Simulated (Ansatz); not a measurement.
## SrV2Fe2: relaxing a made-up structure

This structure for SrV2Fe2 is made up. Its elements were placed in a known structure type with a cell scaled to their sizes. What cell does the guess relax to, and how far off was it?

Main program and level: Ansatz 0.2.0; DFT, PBEsol, plane-wave PAW, default files, scalar-relativistic, ferromagnetic start, cell and ions relaxed at zero pressure.

In doubt: warnings of the run leave room for a lower electronic state, so energies may not be the lowest and differences between runs may mislead.

## Step 1: The starting structure

It takes space group P-3m1 (No. 164, trigonal). The conventional cell has a = 4.018 Å, b = 4.018 Å, c = 6.849 Å, α = 90.00°, β = 90.00°, γ = 120.00°. Nearest to Sr lie 6 V at 2.92 Å. Nearest to Fe lie 4 V at 2.45 to 2.50 Å. Nearest to V lie 4 Fe at 2.45 to 2.50 Å and 3 Sr at 2.92 Å. Farther neighbours are not listed.

## Step 2: Relaxing cell and atoms

The guessed cell has no reason to be at equilibrium. It is relaxed with the atoms, within the space group of the guess.

input.yaml reads:

```yaml
crystal:
  lattice:
    - [4.018, 0.0, 0.0]
    - [-2.009, 3.479690072, 0.0]
    - [0.0, 0.0, 6.849]
  atoms:
    - { symbol: Sr, position: [0.0, 0.0, 0.0] }
    - { symbol: Fe, position: [0.666666667, 0.333333333, 0.376], spin: 3.0 }
    - { symbol: Fe, position: [0.333333333, 0.666666667, 0.624], spin: 3.0 }
    - { symbol: V, position: [0.333333333, 0.666666667, 0.259], spin: 2.0 }
    - { symbol: V, position: [0.666666667, 0.333333333, 0.741], spin: 2.0 }
magnetization:
  spin_polarized: true
kpoints:
  mp_grid: { grid: [8, 8, 4] }
scf:
  occupations: { method: fermi_dirac, width: 0.05 }
hamiltonian:
  xc: pbesol
  pseudopotentials: { kind: paw }
relax:
  f_tol: 0.015
  max_steps: 70
  cell: {}
output:
  forces: true
  stress: true
```

The run is started by

```sh
> ansatz run input.yaml --threads 4 --pin off --max-ram 8192MiB --backend cpu --events-out ev --progress --plain --runs-dir out
```

Numbers of over 12 decimals in the logs are rounded to 6 here.

Log:

```text
Engine: ansatz 0.2.0, aarch64-unknown-linux-gnu
Pseudopotentials: kind: paw
Pseudopotential: Sr, paw, valence charge 10, recommended cutoff 420 eV (normal), Sr.paw.azcp
Pseudopotential: Fe, paw, valence charge 16, recommended cutoff 420 eV (normal), Fe.paw.azcp
Pseudopotential: V, paw, valence charge 13, recommended cutoff 420 eV (normal), V.paw.azcp
Functional definition: PBEsol
  exchange = pbesol_x
  correlation = pbesol_c
Crystal: 5 atoms, lattice volume = 95.759 Å³
Basis set: ecut = 420 eV, 1883 PW (Γ), exchange–correlation on 54×54×96 points (8 copies of the dense FFT grid, shifted against one another)
Bands: 47, of which v1, the nominal top of the filled ones, is band 34 counted from 1 (33 counted from 0)
Symmetry: 12 space group operations
Space group: P-3m1 (ITA 164), of the structure as read, at distance tolerance 4.6e-5 Å
Magnetic group: BNS 164.85 (UNI 1315), of the structure as read, at distance tolerance 4.6e-5 Å
k-points: 35 of 256
Non-local potential: Sr, projectors of the file, l = 0: 3, l = 1: 2, l = 2: 2
Non-local potential: Fe, projectors of the file, l = 0: 3, l = 1: 2, l = 2: 3, l = 3: 1
Non-local potential: V, projectors of the file, l = 0: 3, l = 1: 2, l = 2: 3, l = 3: 1
PAW form: soft (Blöchl's): semilocal exchange-correlation on the pseudo side does not see the compensation charge
PAW frozen core: Sr, regenerated for the run's functional, and the local potential with it (the file was generated under x = pbe(κ = 0.804, μ = 0.219515), c = pbe(β = 0.066725))
PAW frozen core: Fe, regenerated for the run's functional, and the local potential with it (the file was generated under x = pbe(κ = 0.804, μ = 0.219515), c = pbe(β = 0.066725))
PAW frozen core: V, regenerated for the run's functional, and the local potential with it (the file was generated under x = pbe(κ = 0.804, μ = 0.219515), c = pbe(β = 0.066725))
PAW one-centre angular grid: Sr, 110 points (default); XC on 64 Gauss nodes
PAW one-centre angular grid: Fe, 590 points (default); XC on 64 Gauss nodes
PAW one-centre angular grid: V, 590 points (default); XC on 64 Gauss nodes
Initial density: superposition of atomic densities (chi_scale 0.1, normalization cell, long waves kept (reshape's long-wave potential 0.03 eV rms))
Starting moments: Σ|m| = 10 μB on 4 of 5 sites
Initial wavefunctions: pseudopotential atomic-orbital guess
Functional: x = pbesol(κ = 0.804, μ = 0.123457), c = pbesol(β = 0.046)
SCF iter   1: F=—  HF=-18154.520754 eV  |F-HF|=—  |Δ(HF+E_count)|=         —  Δρ=8.98e-2 (↑8.98e-2 ↓3.48e-2)  dr2=2.01e1  dr2_m=1.20e0  M=8.021 μB ∫|m|=8.102 μB  β_m=0.30  ethr=3.10e-3  ⟨swp⟩=7.7  Hψ=14574  notcnv=0
Mixer restart at iter 1: flushing history
preconditioner: auto → Kerker (q_TF=auto, 2.577 Å⁻¹)  [metal: Δε(μ)=0.005 eV  Ē_g=6.933 eV  σ=0.050 eV  W_gap=0.03  n_scr=34 (ndim 8)  ℏωp=22.1 eV  f_vac=0.000  D(μ)=10.29/eV (n_scr^D=134)]
spin=Collinear: Kerker preconditioning applied to the charge; magnetization (m = ρ↑ − ρ↓) channel mixes plain (no charge-response kernel on spin).
SCF iter   2: F=—  HF=-18151.187134 eV  |F-HF|=—  |Δ(HF+E_count)|=    3.33e0  Δρ=3.97e-2 (↑3.97e-2 ↓1.89e-2)  dr2=3.81e0  dr2_m=6.12e-1  M=7.651 μB ∫|m|=7.735 μB  β_m=0.37  ethr=3.10e-3  ⟨swp⟩=2.8  Hψ=6897  notcnv=0  defer=131
SCF iter   3: F=—  HF=-18151.570252 eV  |F-HF|=—  |Δ(HF+E_count)|=   3.83e-1  Δρ=2.84e-2 (↑2.54e-2 ↓2.84e-2)  dr2=6.19e-1  dr2_m=5.79e-1  M=6.704 μB ∫|m|=6.826 μB  β_m=0.64  ethr=3.10e-3  ⟨swp⟩=2.1  Hψ=4344  notcnv=0  defer=141
SCF iter   4: F=—  HF=-18153.180927 eV  |F-HF|=—  |Δ(HF+E_count)|=    1.61e0  Δρ=3.26e-2 (↑2.34e-2 ↓3.26e-2)  dr2=3.80e-1  dr2_m=6.49e-1  M=5.123 μB ∫|m|=5.313 μB  β_m=0.82  ethr=9.10e-4  ⟨swp⟩=2.0  Hψ=5056  notcnv=0  defer=142
SCF iter   5: F=—  HF=-18154.027807 eV  |F-HF|=—  |Δ(HF+E_count)|=   8.47e-1  Δρ=2.60e-2 (↑1.84e-2 ↓2.60e-2)  dr2=2.98e-1  dr2_m=4.08e-1  M=3.864 μB ∫|m|=4.155 μB  β_m=0.34  ethr=5.59e-4  ⟨swp⟩=2.5  Hψ=5377  notcnv=0  defer=149
SCF iter   6: F=—  HF=-18156.624643 eV  |F-HF|=—  |Δ(HF+E_count)|=         —  Δρ=8.13e-2 (↑7.91e-2 ↓8.13e-2)  dr2=1.08e-1  dr2_m=5.64e0  M=0.204 μB ∫|m|=7.622 μB  β_m=1.00  ethr=4.38e-4  ⟨swp⟩=2.6  Hψ=5239  notcnv=0  defer=150
Mixer restart at iter 6: flushing history
SCF iter   7: F=—  HF=-18155.278304 eV  |F-HF|=—  |Δ(HF+E_count)|=    1.35e0  Δρ=1.62e-2 (↑1.43e-2 ↓1.62e-2)  dr2=8.95e-2  dr2_m=1.85e-1  M=-0.272 μB ∫|m|=8.644 μB  β_m=0.91  ethr=7.35e-5  ⟨swp⟩=3.5  Hψ=7972  notcnv=0  defer=167
SCF iter   8: F=—  HF=-18155.292810 eV  |F-HF|=—  |Δ(HF+E_count)|=   1.45e-2  Δρ=7.49e-3 (↑3.62e-3 ↓7.49e-3)  dr2=8.02e-2  dr2_m=1.07e-2  M=-0.372 μB ∫|m|=8.890 μB  β_m=0.95  ethr=7.35e-5  ⟨swp⟩=3.4  Hψ=7206  notcnv=0  defer=120
SCF iter   9: F=—  HF=-18155.316298 eV  |F-HF|=—  |Δ(HF+E_count)|=         —  Δρ=1.18e-2 (↑1.18e-2 ↓6.23e-3)  dr2=1.94e-1  dr2_m=1.29e-2  M=-0.480 μB ∫|m|=9.099 μB  β_m=0.95  ethr=7.35e-5  ⟨swp⟩=2.6  Hψ=6835  notcnv=0  defer=117
Mixer restart at iter 9: flushing history
SCF iter  10: F=—  HF=-18155.395465 eV  |F-HF|=—  |Δ(HF+E_count)|=   7.92e-2  Δρ=1.89e-2 (↑1.89e-2 ↓1.27e-2)  dr2=6.73e-1  dr2_m=9.54e-3  M=-0.482 μB ∫|m|=9.023 μB  β_m=0.65  ethr=7.35e-5  ⟨swp⟩=3.2  Hψ=7886  notcnv=0  defer=124  recentre
SCF iter  11: F=—  HF=-18155.284506 eV  |F-HF|=—  |Δ(HF+E_count)|=   1.11e-1  Δρ=2.67e-3 (↑2.67e-3 ↓1.04e-3)  dr2=7.97e-3  dr2_m=9.98e-4  M=-0.494 μB ∫|m|=9.099 μB  β_m=0.81  ethr=7.35e-5  ⟨swp⟩=2.7  Hψ=7233  notcnv=0  defer=129
SCF iter  12: F=—  HF=-18155.283279 eV  |F-HF|=—  |Δ(HF+E_count)|=   1.23e-3  Δρ=6.91e-4 (↑6.91e-4 ↓5.87e-4)  dr2=5.03e-4  dr2_m=2.26e-4  M=-0.513 μB ∫|m|=9.128 μB  β_m=0.77  ethr=1.17e-5  ⟨swp⟩=2.0  Hψ=5202  notcnv=0  defer=126
SCF iter  13: F=—  HF=-18155.283218 eV  |F-HF|=—  |Δ(HF+E_count)|=   6.10e-5  Δρ=1.23e-4 (↑6.42e-5 ↓1.23e-4)  dr2=3.58e-5  dr2_m=3.62e-6  M=-0.522 μB ∫|m|=9.137 μB  β_m=0.88  ethr=7.40e-7  ⟨swp⟩=2.0  Hψ=4367  notcnv=0  defer=126
SCF iter  14: F=—  HF=-18155.283218 eV  |F-HF|=—  |Δ(HF+E_count)|=   1.10e-7  Δρ=1.29e-4 (↑4.36e-5 ↓1.29e-4)  dr2=2.52e-5  dr2_m=3.17e-6  M=-0.522 μB ∫|m|=9.136 μB  β_m=0.89  ethr=5.26e-8  ⟨swp⟩=2.0  Hψ=4228  notcnv=0  defer=126
SCF iter  15: F=—  HF=-18155.283220 eV  |F-HF|=—  |Δ(HF+E_count)|=   1.97e-6  Δρ=9.43e-5 (↑3.69e-5 ↓9.43e-5)  dr2=1.76e-5  dr2_m=1.04e-6  M=-0.522 μB ∫|m|=9.138 μB  β_m=0.95  ethr=3.70e-8  ⟨swp⟩=1.1  Hψ=3300  notcnv=0  defer=126
SCF iter  16: F=—  HF=-18155.283219 eV  |F-HF|=—  |Δ(HF+E_count)|=   1.23e-6  Δρ=1.33e-5 (↑1.26e-5 ↓1.33e-5)  dr2=4.42e-7  dr2_m=6.26e-8  M=-0.522 μB ∫|m|=9.138 μB  β_m=0.97  ethr=2.59e-8  ⟨swp⟩=2.0  Hψ=4078  notcnv=0  defer=126
[...]
relax step  14: F+E_penalty+E_count = -18157.71197092 eV  Δ(F+E_penalty+E_count) = -3.171e-2 eV  max|allowed force component| = 8.170e-2 eV/Å  Δτ_max = 0.0312 Å  P = -0.219 GPa  Ω = 91.734 Å³  energy of the carried Pulay correction = +8.281e-4 eV  (16 SCF iters, accepted)
relax step  15: F+E_penalty+E_count = -18157.71258355 eV  Δ(F+E_penalty+E_count) = -6.126e-4 eV  max|allowed force component| = 5.277e-3 eV/Å  Δτ_max = 0.0061 Å  P = +0.011 GPa  Ω = 91.692 Å³  energy of the carried Pulay correction = +8.371e-4 eV  (14 SCF iters, accepted)
relax step  16: F+E_penalty+E_count = -18157.71527347 eV  Δ(F+E_penalty+E_count) = -2.690e-3 eV  max|allowed force component| = 8.456e-3 eV/Å  Δτ_max = 0.0000 Å  P = +0.110 GPa  Ω = 91.692 Å³  stress off target by 2.85e-1 GPa  SCF on the basis re-selected at this cell (its energy is not comparable with the rows above)  (16 SCF iters)
relax step  17: F+E_penalty+E_count = -18157.71554351 eV  Δ(F+E_penalty+E_count) = -2.700e-4 eV  max|allowed force component| = 1.985e-3 eV/Å  Δτ_max = 0.0031 Å  P = -0.038 GPa  Ω = 91.915 Å³  energy of the carried Pulay correction = -7.745e-5 eV  (14 SCF iters, accepted)
relax step  18: F+E_penalty+E_count = -18157.71566849 eV  Δ(F+E_penalty+E_count) = -1.250e-4 eV  max|allowed force component| = 3.271e-3 eV/Å  Δτ_max = 0.0003 Å  P = +0.010 GPa  Ω = 91.838 Å³  energy of the carried Pulay correction = -5.862e-5 eV  (13 SCF iters, accepted)
iter 1 solved again at ethr=7.68e-6 eV; its pass at ethr=3.10e-3 eV (dr2=5.22e-3 eV) is discarded
SCF iter   1: F=—  HF=-18157.715706 eV  |F-HF|=—  |Δ(HF+E_count)|=         —  Δρ=3.52e-5 (↑3.52e-5 ↓3.52e-5)  dr2=2.18e-7  dr2_m=1.83e-14  M=-0.000 μB ∫|m|=0.000 μB  β_m=0.65  ethr=7.68e-6  ⟨swp⟩=2.8  Hψ=20178  notcnv=0
eigensolver tolerance schedule: the retry pair's looser diagonalisation over-reported the residual by 23929.76 of it (diagonalisation noise at an unbounded share of the residual, at the tolerance the schedule requests for it); recorded, not acted on — ethr = c·dr2/N_el stays at c = 1.0e-1
spin=Collinear: Kerker preconditioning applied to the charge; magnetization (m = ρ↑ − ρ↓) channel mixes plain (no charge-response kernel on spin).
SCF iter   2: F=—  HF=-18157.715726 eV  |F-HF|=—  |Δ(HF+E_count)|=   1.96e-5  Δρ=1.35e-5 (↑1.35e-5 ↓1.35e-5)  dr2=8.22e-8  dr2_m=2.91e-14  M=-0.000 μB ∫|m|=0.000 μB  β_m=0.47  ethr=3.21e-10  ⟨swp⟩=3.8  Hψ=8878  notcnv=0
SCF iter   3: F=—  HF=-18157.715726 eV  |F-HF|=—  |Δ(HF+E_count)|=   8.08e-8  Δρ=8.81e-6 (↑8.81e-6 ↓8.81e-6)  dr2=1.96e-8  dr2_m=2.23e-14  M=-0.000 μB ∫|m|=0.000 μB  β_m=0.65  ethr=1.21e-10  ⟨swp⟩=2.0  Hψ=4148  notcnv=0
SCF iter   4: F=—  HF=-18157.715726 eV  |F-HF|=—  |Δ(HF+E_count)|=   8.51e-8  Δρ=2.60e-6 (↑2.60e-6 ↓2.60e-6)  dr2=4.35e-9  dr2_m=1.48e-14  M=-0.000 μB ∫|m|=0.000 μB  β_m=0.61  ethr=2.88e-11  ⟨swp⟩=2.0  Hψ=5140  notcnv=0
SCF iter   5: F=—  HF=-18157.715726 eV  |F-HF|=—  |Δ(HF+E_count)|=   4.71e-8  Δρ=5.20e-7 (↑5.20e-7 ↓5.14e-7)  dr2=7.33e-10  dr2_m=1.46e-14  M=-0.000 μB ∫|m|=0.000 μB  β_m=0.80  ethr=6.40e-12  ⟨swp⟩=2.0  Hψ=5362  notcnv=0
SCF iter   6: F=—  HF=-18157.715726 eV  |F-HF|=—  |Δ(HF+E_count)|=   1.68e-9  Δρ=2.71e-7 (↑2.71e-7 ↓2.69e-7)  dr2=2.79e-10  dr2_m=1.39e-15  M=-0.000 μB ∫|m|=0.000 μB  β_m=0.89  ethr=1.08e-12  ⟨swp⟩=2.2  Hψ=5032  notcnv=0
SCF iter   7: F=—  HF=-18157.715726 eV  |F-HF|=—  |Δ(HF+E_count)|=  4.51e-10  Δρ=1.43e-7 (↑1.43e-7 ↓1.42e-7)  dr2=6.87e-11  dr2_m=1.15e-15  M=-0.000 μB ∫|m|=0.000 μB  β_m=0.92  ethr=1.00e-12  ⟨swp⟩=2.0  Hψ=4278  notcnv=0
SCF iter   8: F=—  HF=-18157.715726 eV  |F-HF|=—  |Δ(HF+E_count)|=  2.91e-11  Δρ=2.63e-8 (↑2.56e-8 ↓2.63e-8)  dr2=1.36e-12  dr2_m=4.18e-16  M=-0.000 μB ∫|m|=0.000 μB  β_m=0.96  ethr=1.00e-12  ⟨swp⟩=2.0  Hψ=3936  notcnv=0
SCF iter   9: F=-18157.715726 eV  HF=-18157.715726 eV  |F-HF|=2.55e-11  |Δ(HF+E_count)|=  7.28e-12  Δρ=7.23e-8 (↑7.20e-8 ↓7.23e-8)  dr2=2.30e-11  dr2_m=2.86e-17  M=-0.000 μB ∫|m|=0.000 μB  ethr=1.00e-12  ⟨swp⟩=2.9  Hψ=8331  notcnv=0
the starting moments were not kept: the SCF closed with an absolute magnetisation of 4.7e-8 μB, where they sum to 10 μB in size (4 sites). That is at most 0.1 of that sum. Measured as dr2_m measures the in/out step, that magnetisation stands 6.0e-16 eV from none, at or under the dr2_threshold of 5.0e-11 eV: it is no larger than a step whose dr2_m would equal this threshold.
SCF 19 converged in 9 iterations: F = -18157.715726 eV  dr2 = 2.30e-11
relax step  19: F+E_penalty+E_count = -18157.71572577 eV  Δ(F+E_penalty+E_count) = -5.727e-5 eV  max|allowed force component| = 3.140e-3 eV/Å  Δτ_max = 0.0000 Å  P = +0.011 GPa  Ω = 91.838 Å³  stress off target by 1.47e-2 GPa  SCF on the basis re-selected at this cell (its energy is not comparable with the rows above)  (9 SCF iters)
basis re-selected at this cell: Δ(F+E_penalty+E_count) = -5.727e-5 eV, ΔP = +0.001 GPa vs the last step (what re-selecting the basis moved, of the pressure what is left beyond the Pulay correction that the steps carried, after the strain that the cell walked since its last selection, with what the two solves' SCF thresholds leave and, on support functions, any second-order correction that the steps lacked; it is no m [...]
SCF converged after 9 iterations
Magnetization: -0.0000 μB (34.0000 up, 34.0000 down)
Absolute magnetization: 0.0000 μB (∫|ρ↑−ρ↓|, with the PAW one-centre terms)
Spin contamination: 0.0000 ħ² per cell (⟨S²⟩ above its minimum at these occupations)
Per-site moments (μB) at R_I (Å): [(-3.005752401143502e-10, 1.295289), (-1.1381119027555458e-8, 0.914204), (-1.1381119112037075e-8, 0.914204), (7.464012300598932e-9, 0.914204), (7.464012541573243e-9, 0.914204)]
Free energy (F): -18157.715726 eV
Harris-Foulkes:  -18157.715726 eV  (|F-HF|=2.55e-11)
Internal energy: -18157.681110 eV  (E = F + TS)
E sigma→0 (E₀):  -18157.698418 eV
Entropy (-TS):   -0.034616 eV (-6.923 meV/atom)
Fermi energy:    12.198229 eV
--- Per-component energies (eV) ---
  E_band       = -1077.494468
  E_kinetic    = 1637.051434
  E_local      = -10611.374697  (includes V_loc(G=0)·N_el)
  E_nonlocal   = 555.678688
  E_hartree    = 4589.179776
  E_xc         = -664.737573
  E_vxc        = -794.028589  (∫ρ·V_xc dr)
  E_paw        = -7492.483508  (= ΣΔE_a)
  E_vpaw       = -1043.183042  (= ΣTr[D̂ρ^β])
  E_aug_tail   = 0.002032  (compensation charges beyond the density's cutoff)
  E_ewald      = -6171.789370
  E_core_change = 0.792109  (= ΣΔE_core)
  E_smearing   = -0.034616  (= −TS)
  E_closure    = 0.000000  (closes the sum)
  Σ components = -18157.715726   (vs F -18157.715726, Δ=0.00e0)
--- Forces (eV/Å), atoms counted from 1 ---
  atom   1  Sr     0.00000000    -0.00000000     0.00000000
  atom   2  Fe     0.00000000     0.00000000    -0.00163018
  atom   3  Fe    -0.00000000    -0.00000000     0.00163018
  atom   4  V     -0.00000000    -0.00000000    -0.00313965
  atom   5  V      0.00000000     0.00000000     0.00313965
  max |Σ_I F_I| component: 1.85e-17 eV/Å
--- Stress (GPa, compression-positive) ---
        0.009330       0.000000      -0.000000
        0.000000       0.009330       0.000000
       -0.000000       0.000000       0.014666
  P = ⅓ Tr σ = 0.0111 GPa (0.111 kbar)
--- Relaxed structure (17 steps of the walk, 15 accepted, 2 SCFs on fresh bases) ---
  F+E_penalty+E_count = -18157.71572577 eV   max|allowed force component| = 3.140e-3 eV/Å   (the final SCF, on the basis selected at the relaxed cell)
  cell:  # Å, volume = 91.8378 Å³
    - [3.790608, 0, 3.119297394634316e-18]
    - [-1.895304, 3.282763, -1.5596486973171675e-18]
    - [5.3170900590085486e-18, 0, 7.380284]
  atoms:
    - { symbol: Sr, position: [0, 0, 1.418375159215961e-18] }
    - { symbol: Fe, position: [0.666667, 0.333333, 0.305111] }
    - { symbol: Fe, position: [0.333333, 0.666667, 0.694889] }
    - { symbol: V, position: [0.333333, 0.666667, 0.394595] }
    - { symbol: V, position: [0.666667, 0.333333, 0.605405] }
```

Wall time 2.2 min (4 threads of Arm Neoverse V2, shared host); peak memory 0.77 GiB; 8.4 min of CPU time.

The steps of the relaxation:

```tsv
step	energy less that of the first step (eV)	largest force component (eV/Å)	pressure (GPa)	volume (Å³)
1	0.0000	2.1456	-4.71	95.76
2	-0.7535	1.4971	-3.91	96.87
3	-1.2406	0.2607	-0.61	93.52
4	-1.3091	0.6801	2.17	93.05
5	-1.3534	0.1098	-1.22	94.40
6	-1.3730	0.2383	-0.30	93.47
7	-1.5335	0.5750	2.37	89.90
8	-1.6916	0.8528	3.01	87.30
9	-2.0897	1.3038	3.62	85.40
10	-1.8532	1.7351	2.09	83.88
11	-2.3380	0.6757	3.02	87.45
12	-2.3970	0.5687	1.78	89.86
13	-2.2745	1.3819	2.69	93.42
14	-2.4288	0.0817	-0.22	91.73
15	-2.4294	0.0053	0.01	91.69
16*	-2.4321	0.0085	0.11	91.69
17	-2.4323	0.0020	-0.04	91.91
18	-2.4324	0.0033	0.01	91.84
19*	-2.4325	0.0031	0.01	91.84
```

Relaxation steps marked * repeat the geometry before them on a plane-wave basis chosen anew for their cell, so energy and pressure can jump there. Relaxation steps 10, 13 were tried and not accepted.

Forces are held to the 12 operations that the run works with; a distortion that breaks them can't arise in this run.

```tsv
conventional cell, symmetrised	before	after	change
a (Å)	4.018	3.791	-5.7 %
b (Å)	4.018	3.791	-5.7 %
c (Å)	6.849	7.380	+7.8 %
volume (Å³/atom)	19.15	18.37	-4.1 %
```

The atoms that moved most (Å, as changes of fractional coordinates times the final cell):

```tsv
atom	dx	dy	dz	length
V4	0.000	0.000	1.001	1.001
V5	0.000	0.000	-1.001	1.001
Fe2	0.000	0.000	-0.523	0.523
Fe3	0.000	0.000	0.523	0.523
```

Final coordinates:

```
Sr Fe V
1.0
     3.79061    0.00000    0.00000
    -1.89530    3.28276    0.00000
     0.00000    0.00000    7.38028
Sr Fe V
1 2 2
Direct
  0.00000 0.00000 0.00000
  0.66667 0.33333 0.30511
  0.33333 0.66667 0.69489
  0.33333 0.66667 0.39460
  0.66667 0.33333 0.60540
```

This step gave:

| Property | Result |
| --- | --- |
| free energy | -18157.7157 eV |
| energy at zero smearing | -18157.6984 eV |
| smearing term TS | 0.03462 eV |
| Fermi energy | 12.20 eV |
| electrons | 68 |
| symmetry operations | 12 |
| pressure | 0.01111 GPa |

Shortest distances by pair of elements, guess and relaxed (not always the same contact):

```tsv
pair	guess (Å)	relaxed (Å)
Fe–V	2.454	2.216
V–V	4.018	2.685
Fe–Sr	3.466	3.140
Fe–Fe	2.875	3.615
Sr–V	2.920	3.643
```

The relaxation ends with a largest force component of 0.0031 eV/Å and a pressure of 0.01 GPa. No moment survives the cycle: this start ends non-magnetic.

## Step 3: Outcome

| Item | Value |
| --- | --- |
| space group, relaxed | P-3m1 |
| conventional cell | a = 3.791, b = 3.791, c = 7.380 Å; α = 90.0°, β = 90.0°, γ = 120.0° |
| volume per atom | 18.37 Å³ (guess 19.15) |
| total moment | 0.00 μB in the cell of 5 atoms |

What this shows: SrV2Fe2 relaxes to P-3m1 with a = 3.791, b = 3.791 and c = 7.380 Å. The guessed volume was 4 % too large. The space group P-3m1 was held in the relaxation, so the end point is a stationary structure within it and may be a saddle against distortions or other arrangements. The moments died out from this one start and weren't seeded again at the relaxed cell. The electronic state may lie above the lowest one. Mesh and cutoff weren't tested. No dispersion term is used, so weakly bound directions may come out too long. Nothing here tests whether the compound is stable against decomposition.

[Logs are printed without paths, hosts, clocks, repeated set-up lines and the standing remarks that a program may print on its own settings, such as how far it seeks lower states.]

[Hosts, paths, dates, database ids (printed as entryN), source tags and the programs' standing remarks are cut or masked in the printed files.]
